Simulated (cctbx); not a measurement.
**Interatomic vectors of CsErP2S5O2**

Space group P2_1/c (no. 14), a = 9.6290 Å, b = 12.0710 Å, c = 9.0510 Å, α = 90.00°, β = 90.72°, γ = 90.00°, content Er4 Cs4 S20 P8 O8.

Simulated single-crystal data (cctbx): Ag Kα, λ = 0.56087 Å, to d = 0.65 Å, 80 % of the full sphere, strongest reflection 5000 counts, noise from counting, a 3 % proportional error and a noise floor of 8 counts (s.d.); no absorption, some extinction.

Patterson synthesis, origin scaled to 1000:

```text
Patterson group P 1 2/m 1
      u       v       w   height  length (A)
  0.000   0.000   0.000   1000.0     0.00
  0.000   0.217   0.500    280.4     5.23
  0.282   0.500   0.271    278.1     7.05
  0.469   0.048   0.248    204.8     5.05
  0.249   0.452   0.481    202.9     7.36
  0.249   0.331   0.980    202.6     4.66
  0.468   0.169   0.748    202.0     5.48
  0.222   0.500   0.766    162.4     6.75
  0.000   0.122   0.500    161.2     4.76
  0.283   0.282   0.771    136.1     4.84
  0.245   0.000   0.729    112.5     3.42
  0.221   0.380   0.266     75.9     5.59
  0.467   0.500   0.486     75.8     8.69
  0.243   0.112   0.232     60.4     3.41
```

**Question.** Which atom pairs make the peaks, and where is the heaviest atom?

A peak at u stands for all pairs with xi − xj = u, with weight Σ ZiZj against Σ Z² = 38028 at the origin. Peak heights follow these weights only roughly, since form factors, motion and series ripples differ, all vectors within 0.55 Å of a peak are counted as merged into it though the farther ones add only part of their weight, and F(000) is left out, which lowers the whole map:

| u | v | w | shortest length (Å) | height | 1000 ΣZiZj/ΣZ² | pairs in the cell |
| --- | --- | --- | --- | --- | --- | --- |
| 0.000 | 0.217 | 0.500 | 5.23 | 280 | 243 | 2 × Er–Er |
| 0.282 | 0.500 | 0.271 | 7.05 | 278 | 243 | 2 × Er–Er |
| 0.469 | 0.048 | 0.248 | 5.05 | 205 | 197 | 2 × Er–Cs |
| 0.249 | 0.452 | 0.481 | 7.36 | 203 | 197 | 2 × Er–Cs |
| 0.249 | 0.331 | 0.980 | 4.66 | 203 | 203 | 2 × Er–Cs, 2 × S–O |
| 0.468 | 0.169 | 0.748 | 5.47 | 202 | 197 | 2 × Er–Cs |
| 0.222 | 0.500 | 0.766 | 6.75 | 162 | 213 | 2 × Cs–Cs, 6 × S–S, 4 × S–O |
| 0.000 | 0.122 | 0.500 | 4.76 | 161 | 199 | 2 × Cs–Cs, 6 × S–S |
| 0.283 | 0.282 | 0.771 | 4.84 | 136 | 122 | 1 × Er–Er |
| 0.245 | 0.000 | 0.729 | 3.42 | 112 | 212 | 8 × Cs–S, 4 × S–S |

The table stops at ten peaks or at a height of 45, below which ripples compete. In the model behind the data Er, the heaviest element, has 1 independent site: (0.8587, 0.1412, 0.6144), up to an allowed shift of origin; the Er–Er vectors are differences of these positions and their symmetry mates. The whole model:

| atom | mult. | x | y | z | Ueq (Å²) |
| --- | --- | --- | --- | --- | --- |
| Er1 | 4 | 0.8587 | 0.1412 | 0.6144 | 0.0108 |
| Cs1 | 4 | 0.6103 | 0.8102 | 0.6340 | 0.0116 |
| S1 | 4 | 0.0971 | 0.8224 | 0.0769 | 0.0173 |
| S2 | 4 | 0.6300 | 0.2107 | 0.1139 | 0.0201 |
| S3 | 4 | 0.8559 | 0.6909 | 0.8536 | 0.0137 |
| S4 | 4 | 0.3609 | 0.9400 | 0.2108 | 0.0175 |
| S5 | 4 | 0.9973 | 0.9473 | 0.6736 | 0.0162 |
| P1 | 4 | 0.2804 | 0.8919 | 0.0228 | 0.0160 |
| P2 | 4 | 0.8209 | 0.5371 | 0.8064 | 0.0125 |
| O1 | 4 | 0.2405 | 0.4568 | 0.4273 | 0.0246 |
| O2 | 4 | 0.3268 | 0.5319 | 0.0670 | 0.0181 |

This is a model crystal, built by substitution and not relaxed, with assumed displacement parameters.

[Logs are printed without paths, hosts, clocks, repeated set-up lines and the standing remarks that a program may print on its own settings, such as how far it seeks lower states.]
